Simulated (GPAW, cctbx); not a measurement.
## V2ZnAu2: what bonding does to one electron reflection, worked out

V2ZnAu2, P4/mbm (no. 127), a = 7.0879 Å, b = 7.0879 Å, c = 3.4897 Å, α = 90.00°, β = 90.00°, γ = 90.00°.

```csv
atom,mult.,x,y,z
Au1,4,0.1475,0.6475,1/2
Zn1,2,1/2,1/2,1/2
V1,4,0.3496,0.8496,0
```

The start was made by putting kin elements into a known structure type; the compound need not exist, or be stable, in this form.

A DFT run (GPAW, PBE, 450 eV, 7×4×4 k-points (along the axes of the calculation cell), Fermi–Dirac width 0.1 eV, spin-polarised) gives the static X-ray structure factor of 110 as 80.930 e for the conventional cell; superposed free atoms give 80.606 e. **Problem.** Find the Fourier component V of the crystal potential and the two-beam extinction distance at 80 kV in both cases, then the holographic phase shift per nanometre.

## Step 1: Geometry

The cell volume is Ω = 175.32 Å³ and d(110) = 5.0119 Å, so g = 1/d = 0.1995 Å⁻¹.

## Step 2: The nuclei

Electrons feel nuclei as well as electrons, so the nuclear charges are summed with the same phases.

Phase sums Σ exp(2πi h·x), turned so that the total is real and positive: Au +1.443, Zn -2.000, V +1.372. Then F_Z = 79 × (+1.443) + 30 × (-2.000) + 23 × (+1.372) = 85.52 e. The electron term has the same sign for this reflection.

## Step 3: Mott–Bethe

Poisson's equation, term by term, gives V = (e/4πε₀)(F_Z − F)/(πΩg²), with e/4πε₀ = 14.3996 V Å.

The prefactor is 14.3996 × 5.0119²/(π × 175.32) = 0.65671 V per electron. Free atoms: (85.52 − 80.606) × 0.65671 = 3.230 V. Crystal: (85.52 − 80.930) × 0.65671 = 3.018 V. F changes by +0.40 % and V by -6.6 %: the same 0.32 e is measured against F_Z − F = 4.9 e in place of F = 80.6 e.

## Step 4: Extinction distance

In the two-beam case ξ = 1/(λU) with U = 2γm₀eV/h², that is ξ = 150.41 V Å²/(γλV).

At 80 kV, λ = 0.04176 Å and γ = 1.1566. Free atoms: ξ = 964 Å. Crystal: ξ = 1032 Å. The thickness fringes go as sin²(πt/ξ), so the two patterns slip by a quarter of a period when t|1/ξ₁ − 1/ξ₀| = 1/4, at t ≈ 366 nm. Thermal motion, absorption and many-beam coupling, left out here, change a real pattern.

## Step 5: Phase shift

A slab run (normal [100], unrelaxed) gives a mean inner potential of 21.56 V; free atoms give 23.39 V. The phase shift is φ = C_E V₀ t, with C_E = (2π/λE)(E + m₀c²)/(E + 2m₀c²).

C_E = 10.087 × 10⁻³ rad/(V nm). The shift is 0.2175 rad/nm in the crystal and 0.2359 rad/nm for free atoms. A sample 50 nm thick gives φ = 10.87 rad; read with the free-atom value it would seem 46.1 nm thick.

## Step 6: Answer

V(110) is 3.02 V against 3.23 V, and ξ is 1032 against 964 Å. The phase shift is 0.217 rad/nm, and free atoms would misjudge a thickness by -8 %. Limits: static atoms, two beams; a ferromagnetic start is the only order tried, and the real ground state may be antiferromagnetic or insulating.

[Outputs are excerpts: Python notices, other lines and further rows are left out; steps that failed or that the build refused (PBEsol, TPSS) are not shown.]

[Logs are printed without paths, hosts, clocks, repeated set-up lines and the standing remarks that a program may print on its own settings, such as how far it seeks lower states.]
